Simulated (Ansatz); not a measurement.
**PtC (model cell, started as CsCl type): phonons and vibrational spectra**

Task: relax PtC (model cell, started as CsCl type), then find its harmonic phonons.

Calculated with Ansatz 0.2.0; DFT PBEsol, scalar-relativistic, plane waves, PAW.

Most raw output is cut from this account.

The structure was built from a prototype and need not be the compound's stable phase.

## (1) The structure

The structure is cubic, space group Pm-3m (No. 221). Conventional cell: a = 2.552 Å, b = 2.552 Å, c = 2.552 Å, α = 90.00°, β = 90.00°, γ = 90.00°. Nearest to Pt lie 8 C at 2.21 Å. Nearest to C lie 8 Pt at 2.21 Å. Farther neighbours are not listed.

As a file:

```cif
data_structure
_symmetry_space_group_name_H-M 'P 1'
_symmetry_Int_Tables_number 1
_cell_length_a 2.5519
_cell_length_b 2.5519
_cell_length_c 2.5519
_cell_angle_alpha 90.000
_cell_angle_beta 90.000
_cell_angle_gamma 90.000
_cell_volume 16.62
loop_
_atom_site_label
_atom_site_type_symbol
_atom_site_fract_x
_atom_site_fract_y
_atom_site_fract_z
_atom_site_occupancy
Pt1 Pt 0.00000 0.00000 0.00000 1
C2 C 0.50000 0.50000 0.50000 1
```

## (2) Coarse relaxation

The start is far from rest, so a relaxation with loose tolerances brings it close first.

Input file input.yaml:

```yaml
crystal:
  lattice:
    - [2.55189, 0.0, 0.0]
    - [0.0, 2.55189, 0.0]
    - [0.0, 0.0, 2.55189]
  atoms:
    - { symbol: Pt, position: [0.0, 0.0, 0.0] }
    - { symbol: C, position: [0.5, 0.5, 0.5] }
kpoints:
  mp_grid: { grid: [8, 8, 8] }
hamiltonian:
  xc: pbesol
scf:
  occupations: { method: gaussian, width: 0.1 }
output:
  forces: true
  stress: true
  eigenvalues: true
relax:
  adjacent_minimum: "off"
  f_tol: 0.05
  max_steps: 80
  cell: { stress_tol: 0.5 }
```

Started as:

```
$ ansatz run input.yaml --threads 4 --pin off --max-ram 7168MiB --backend cpu --events-out ev --progress --plain --runs-dir out
```

Elapsed: 2 s, on 4 threads of Arm Neoverse V2, shared host; peak memory 0.28 GiB; 6 s of CPU time.

Step by step:

```tsv
step	energy less that of the first step (eV)	largest force component (eV/Å)	pressure (GPa)	volume (Å³)
1	0.0000	0.0000	122.14	16.62
2	-1.1660	0.0000	35.37	19.17
3	-1.3390	0.0000	10.09	20.45
4	-1.3578	0.0000	1.52	21.00
5	-1.3581	0.0000	0.01	21.11
6*	-1.3784	0.0000	1.18	21.11
7	-1.3786	0.0000	0.08	21.20
8*	-1.3787	0.0000	0.08	21.20
```

Relaxation steps marked * repeat the geometry before them on a plane-wave basis chosen anew for their cell, so energy and pressure can jump there.

Forces are held to the 48 operations that the run works with; a distortion that breaks them can't arise in this run.

```tsv
conventional cell, symmetrised	before	after	change
a (Å)	2.552	2.768	+8.5 %
b (Å)	2.552	2.768	+8.5 %
c (Å)	2.552	2.768	+8.5 %
volume (Å³/atom)	8.31	10.60	+27.6 %
```

The relaxed structure:

```
Pt C
1.0
     2.76759    0.00000    0.00000
     0.00000    2.76759    0.00000
     0.00000    0.00000    2.76759
Pt C
1 1
Cartesian
  0.0000 0.0000 0.0000
  1.3838 1.3838 1.3838
```

This step gave:

| Item | Value |
| --- | --- |
| pressure | 0.08133 GPa |
| volume per atom | 10.60 Å³ |
| gap on the k-mesh | 0 eV |

In this step the volume went from 8.31 to 10.60 Å³/atom.

## (3) Relaxation

Harmonic phonons are second derivatives at a point where the forces vanish, and they are wanted at zero stress, so atoms and cell are relaxed first.

input.yaml, the sections that differ from step 2:

```yaml
crystal:
  lattice:
    - [2.7675874118, 0.0, 0.0]
    - [0.0, 2.7675874118, 0.0]
    - [0.0, 0.0, 2.7675874118]
  atoms:
    - { symbol: Pt, position: [0.0, 0.0, 0.0] }
    - { symbol: C, position: [0.5, 0.5, 0.5] }
kpoints:
  mp_grid: { grid: [14, 14, 14] }
relax:
  adjacent_minimum: "off"
  f_tol: 0.005
  max_steps: 80
  cell: { stress_tol: 0.05 }
# hamiltonian, scf, output: as in step 2
```

Elapsed: 2.3 s, on 4 threads; peak memory 0.33 GiB; 7.8 s of CPU time.

Relaxation path:

```tsv
step	energy less that of the first step (eV)	largest force component (eV/Å)	pressure (GPa)	volume (Å³)
1	0.0000	0.0000	1.18	21.20
2	-0.0001	0.0000	-0.49	21.33
3	-0.0002	0.0000	0.00	21.29
4*	-0.0003	0.0000	0.00	21.29
```

Relaxation steps marked * repeat the geometry before them on a plane-wave basis chosen anew for their cell, so energy and pressure can jump there.

Forces are held to the 48 operations that the run works with; a distortion that breaks them can't arise in this run.

```tsv
conventional cell, symmetrised	before	after	change
a (Å)	2.768	2.772	+0.1 %
b (Å)	2.768	2.772	+0.1 %
c (Å)	2.768	2.772	+0.1 %
volume (Å³/atom)	10.60	10.65	+0.4 %
```

The relaxed structure:

```
Pt C
1.0
     2.77166    0.00000    0.00000
     0.00000    2.77166    0.00000
     0.00000    0.00000    2.77166
Pt C
1 1
Direct
  0.00000 0.00000 0.00000
  0.50000 0.50000 0.50000
```

Numbers from this step:

| Item | Value |
| --- | --- |
| pressure | 0.003204 GPa |
| volume per atom | 10.65 Å³ |

In this step the volume went from 10.60 to 10.65 Å³/atom.

## (4) Tight relaxation

Phonons need a cell at rest on their own settings, so the relaxation is repeated with tight tolerances on forces and stress on the k mesh and occupations of the first response run.

Input file input.yaml:

```yaml
crystal:
  lattice:
    - [2.7716628861, 0.0, 0.0]
    - [0.0, 2.7716628861, 0.0]
    - [0.0, 0.0, 2.7716628861]
  atoms:
    - { symbol: Pt, position: [0.0, 0.0, 0.0] }
    - { symbol: C, position: [0.5, 0.5, 0.5] }
kpoints:
  mp_grid: { grid: [16, 16, 16] }
hamiltonian:
  xc: pbesol
scf:
  occupations: { method: methfessel_paxton, width: 0.15 }
output:
  forces: true
  stress: true
  eigenvalues: true
relax:
  adjacent_minimum: "off"
  f_tol: 0.001
  max_steps: 60
  cell: { stress_tol: 0.01 }
```

Run time: 2.6 s. Hardware: 4 threads; peak memory 0.35 GiB; 9 s of CPU time.

Little changed from the start: no atom moved by 0.005 Å and no cell edge by 0.1 %.

Numbers from this step:

```
pressure        : -5.18e-4 GPa
volume per atom : 10.64 Å³
```

The forces vanish by symmetry and the pressure is -0.001 GPa, within the tolerances set. The cell now holds 10.64 Å³/atom.

## (5) Modes at Γ

The zone centre comes first: it holds the modes that light can see, as far as symmetry allows. No field response is asked, since the mesh shows no gap.

input.yaml, the sections that differ from step 4:

```yaml
crystal:
  lattice:
    - [2.7712460625, 0.0, 0.0]
    - [0.0, 2.7712460625, 0.0]
    - [0.0, 0.0, 2.7712460625]
  atoms:
    - { symbol: Pt, position: [0.0, 0.0, 0.0] }
    - { symbol: C, position: [0.5, 0.5, 0.5] }
output:
  eigenvalues: true
phonons:
  method: dfpt
# kpoints, hamiltonian, scf: as in step 4
# relax: removed
```

Elapsed: 7.6 s, on 4 threads; peak memory 0.63 GiB.

This step gave:

```yaml
sum_rule_residual_before_enforcement: 3.08e-5 eV/Å²
point_group: m-3m
highest_optical_mode_at_the_zone_centre_no_lo_to_term: -273.8 cm⁻¹
lowest_optical_zone_centre_mode: -273.8 cm⁻¹
```

Patterns of degenerate modes are one choice out of their space. The modes at Γ (shares of kinetic energy by element, %) (negative means imaginary):

```tsv
mode	frequency (cm⁻¹)	symmetry	Pt %	C %
1	-273.8	T1u	6	94
2	-273.8	T1u	6	94
3	-273.8	T1u	6	94
4	0.0	acoustic	94	6
5	0.0	acoustic	94	6
6	0.0	acoustic	94	6
```

Displacements in mode 3 (-273.8 cm⁻¹), the largest set to 1:
```
Pt1  0.00 -0.01 -0.06
C2   0.00  0.16  1.00
```

Before it was imposed, the acoustic sum rule was missed by 3.1e-5 eV/Å². Small misses are needed for a sound result but don't prove that mesh and cutoff are converged. The lowest optical mode is imaginary, 273.8i cm⁻¹, so the energy falls along it.

## (6) The dispersion

Stability and thermal properties need the whole zone. Linear response on a 4×4×4 q mesh gives force constants as far as a supercell of that size would.

Edit input.yaml of step 5 so:

```diff
@@ -18 +18,8 @@
   method: dfpt
+  qmesh: [4, 4, 4]
+  temperatures: { t_max: 1000, t_step: 50 }
+  qpath:
+    path:
+      - [[0.0, 0.0, 0.0], [0.0, 0.5, 0.0], [0.5, 0.5, 0.0], [0.0, 0.0, 0.0], [0.5, 0.5, 0.5], [0.0, 0.5, 0.0]]
+      - [[0.5, 0.5, 0.5], [0.5, 0.5, 0.0]]
+    npoints: 10
```

Wall time 3.9 min (4 threads); peak memory 2 GiB.

Numbers from this step:

```yaml
sum_rule_residual_before_enforcement: 3.27e-5 eV/Å²
lowest_frequency_on_the_path: -282.6 cm⁻¹
highest_frequency_on_the_path_or_at_a_solved_wavevector: 343.5 cm⁻¹
lowest_mode_on_the_q_mesh_acoustic_modes_at_gamma_apart: -278.2 cm⁻¹
```

Frequencies (cm⁻¹) solved at each irreducible wavevector; negative means imaginary. Frequencies by wavevector, by row:

```tsv
q in reciprocal lattice units	star	mode 1	mode 2	mode 3	mode 4	mode 5	mode 6
0 0 0	1	-273.8	-273.8	-273.8	0	0	0
0 0 0.25	6	-256	-256	-111.5	12.6	12.6	160.9
0 0 -0.5	3	-244.1	-244.1	29.8	29.8	147.2	343.5
0 0.25 0.25	12	-246.5	-198.6	-107	-17.8	91.5	158.3
0 0.25 -0.5	12	-260.5	-203.9	-9.6	82.8	137	229.6
0 -0.5 -0.5	3	-278.2	-52.1	-13.7	-13.7	141.2	141.2
0.25 0.25 0.25	8	-177	-177	-132.4	76	76	112.6
0.25 0.25 -0.5	12	-216.1	-172.8	64.3	68	126.7	204.3
0.25 -0.5 -0.5	6	-260.4	-185.8	-185.8	79.9	130.3	130.3
-0.5 -0.5 -0.5	1	-70.6	-70.6	-70.6	147.8	147.8	147.8
```

Interpolated from a 4×4×4 q mesh. The phonon branches at the labelled points (cm⁻¹):

```tsv
point	branch 1	branch 2	branch 3	branch 4	branch 5	branch 6
Γ	-274	-274	-274	0	0	0
halfway	-256	-256	-112	13	13	161
X	-244	-244	30	30	147	344
halfway	-260	-204	-10	83	137	230
M	-278	-52	-14	-14	141	141
halfway	-246	-199	-107	-18	92	158
Γ	-274	-274	-274	0	0	0
halfway	-177	-177	-132	76	76	113
R	-71	-71	-71	148	148	148
halfway	-216	-173	64	68	127	204
X	-244	-244	30	30	147	344
jump to R	-71	-71	-71	148	148	148
halfway	-260	-186	-186	80	130	130
M	-278	-52	-14	-14	141	141
```

The phonon density of states has structure finer than the step of the table below, so its rows give means over 20 cm⁻¹, whole bins alone (the curve runs from -282 to 342 cm⁻¹). Peaks (cm⁻¹: height): -247.5: 0.0483, -172.5: 0.0151, 77.5: 0.0232, 122.5: 0.0435.

Tetrahedra on a 24×24×24 mesh, mean over bins of 5 cm-1. Interpolated from a 4×4×4 q mesh. Table of phonon density of states by wavenumber; means over each step:

wavenumber (cm⁻¹), phonon density of states (1/cm⁻¹/cell) and a bar:
```
     -260     0.0170 #################
     -240     0.0290 #############################
     -220     0.0149 ###############
     -200     0.0098 #########
     -180     0.0109 ###########
     -160     0.0118 ###########
     -140     0.0084 ########
     -120     0.0048 ####
     -100     0.0034 ###
      -80     0.0028 ##
      -60     0.0024 ##
      -40     0.0047 ####
      -20     0.0062 ######
        0     0.0076 #######
       20     0.0145 ##############
       40     0.0190 ###################
       60     0.0189 ###################
       80     0.0204 ####################
      100     0.0142 ##############
      120     0.0297 ##############################
      140     0.0189 ###################
      160     0.0067 ######
      180     0.0047 ####
      200     0.0038 ###
      220     0.0033 ###
      240     0.0028 ##
      260     0.0023 ##
      280     0.0018 #
      300     0.0013 #
      320     0.0008
```

Phonopy on the run's constants, 21x21x21 mesh, Gaussian sigma 4.7 cm-1. Interpolated from a 4×4×4 q mesh. Table of partial phonon density of states by wavenumber; read off at these points; values in 1/cm⁻¹/cell:

```tsv
wavenumber (cm⁻¹)	C	Pt
-280.0	0.00291	7.6e-6
-260.0	0.0154	2.4e-4
-246.2	0.0360	4.0e-4
-240.0	0.0286	3.5e-4
-220.0	0.0140	3.4e-4
-200.0	0.00850	2.9e-4
-180.0	0.0120	6.2e-4
-176.3	0.0131	6.6e-4
-160.0	0.0105	5.1e-4
-140.0	0.00855	0.00120
-120.0	0.00363	6.1e-4
-100.0	0.00312	6.0e-4
-80.0	0.00230	0.00152
-60.0	0.00125	8.8e-4
-40.0	3.5e-4	0.00361
-20.0	8.0e-4	0.00625
0.0	1.1e-4	0.00346
20.0	3.7e-4	0.0144
40.0	0.00179	0.0189
60.0	0.00149	0.0157
70.1	0.00167	0.0195
80.0	0.00190	0.0180
100.0	0.00140	0.0114
120.0	0.00360	0.0296
123.5	0.00384	0.0317
140.0	0.00375	0.0151
148.1	0.00434	0.00874
160.0	0.00359	0.00197
180.0	0.00314	0.00123
200.0	0.00372	5.3e-4
220.0	0.00200	2.3e-4
240.0	0.00333	1.9e-4
260.0	0.00238	9.3e-5
280.0	0.00173	4.9e-5
300.0	0.00134	1.0e-5
320.0	0.00105	1.0e-5
340.0	2.7e-4	0
360.0	0	0
```

Second derivatives of the energy by pair, one row for each kind of neighbour of each atom listed. Each entry sums the pair over the periodic images of the supercell that the q mesh stands for, and in a polar crystal it holds the long-range dipole part too. Force constants by pair, by row:

```tsv
atom	neighbour	distance (Å)	third of the trace (eV/Å²)	along the pair's line (eV/Å²)
Pt1	itself	0	4.924	–
Pt1	C	2.4	0.465	0.6225
Pt1	Pt	2.771	-0.901	-3.063
Pt1	Pt	3.919	-0.0099	-0.3426
Pt1	C	4.596	-0.0408	-0.2381
Pt1	Pt	4.8	-0.3842	-0.6387
Pt1	Pt	5.542	0.2555	0.5916
Pt1	C	6.04	-0.0089	0.0109
Pt1	Pt	6.197	-0.0655	-0.0562
C2	itself	0	-1.085	–
C2	Pt	2.4	0.465	0.6225
C2	C	2.771	-0.0756	-0.9778
C2	C	3.919	-0.1049	-0.2562
C2	Pt	4.596	-0.0408	-0.2381
C2	C	4.8	-0.0831	-0.2366
C2	C	5.542	-0.0111	0.1788
C2	Pt	6.04	-0.0089	0.0109
C2	C	6.197	0.0182	0.0383
```

Symmetry leaves 10 wavevectors to solve. The lowest mode among them, the acoustic zeros apart, lies at q = (0, -0.5, -0.5) and is imaginary, 278.2i cm⁻¹, so the energy falls along it. Between them the interpolated path dips to 283i cm⁻¹.

## (7) Isotope substitution

An isotope changes the mass and not the force constants, so no new electronic calculation is needed; the shifts show which modes move this element.

The same force constants with the mass of C changed from 12.011 to 13.003 u (phonopy, no LO-TO term). Both lists are sorted by frequency; levels can cross, so a row need not hold one and the same mode. Modes under 3 cm⁻¹ are left out. Isotope shifts, by row:

```tsv
q	rank	natural mass (cm⁻¹)	changed mass (cm⁻¹)
0 0 0	1	-273.8	-263.8
0 0 0	2	-273.8	-263.8
0 0 0	3	-273.8	-263.8
0 0 0.25	1	-256	-246.2
0 0 0.25	2	-256	-246.2
0 0 0.25	3	-111.5	-109.1
0 0 0.25	4	12.63	12.62
0 0 0.25	5	12.63	12.62
0 0 0.25	6	160.9	158
0 0 -0.5	1	-244.1	-234.6
0 0 -0.5	2	-244.1	-234.6
0 0 -0.5	3	29.8	29.8
0 0 -0.5	4	29.8	29.8
0 0 -0.5	5	147.2	147.2
0 0 -0.5	6	343.5	330.1
0 0.25 0.25	1	-246.5	-237.1
0 0.25 0.25	2	-198.6	-191.6
0 0.25 0.25	3	-107	-104.6
0 0.25 0.25	4	-17.81	-17.8
0 0.25 0.25	5	91.47	91.11
0 0.25 0.25	6	158.3	155.7
```

A mode of this element alone would shift by -3.89 %.

## (8) Summary of results

| Item | Value |
| --- | --- |
| space group after relaxation (within 0.01 Å) | Pm-3m |
| volume per atom | 10.6 Å³ |
| electronic character | no gap on this mesh |
| highest optical mode at the zone centre (no LO-TO term) | -274 cm⁻¹ |
| lowest optical zone-centre mode | -274 cm⁻¹ |
| lowest mode on the q mesh (acoustic modes at Γ apart) | -278 cm⁻¹ |
| highest frequency on the path or at a solved wavevector | 344 cm⁻¹ |
| imaginary modes on the 4×4×4 q mesh | yes |

In words: Modes are clearly imaginary (beyond 10i cm⁻¹) at 10 of the 10 irreducible wavevectors, most at q = (0, -0.5, -0.5) (278.2i cm⁻¹), so this structure is not a minimum of the energy. The optical modes at Γ form one degenerate level at -274 cm⁻¹ (negative means imaginary). With no gap, or one that is small against the smearing, the frequencies hang on the k mesh and the smearing, most of all near Kohn anomalies. Spin-orbit coupling is left out, which can matter for the heavy elements here. A phonon run warned that its eigensolver left some bands unconverged in a pass. The starting cell was built on a prototype and not taken from a measurement, so the phase need not exist. These are harmonic frequencies at zero temperature: anharmonic shifts, linewidths and thermal expansion are left out.

[Logs are printed without paths, hosts, clocks, repeated set-up lines and the standing remarks that a program may print on its own settings, such as how far it seeks lower states.]

[Hosts, paths, dates, database ids (printed as entryN), source tags and the programs' standing remarks are cut or masked in the printed files.]
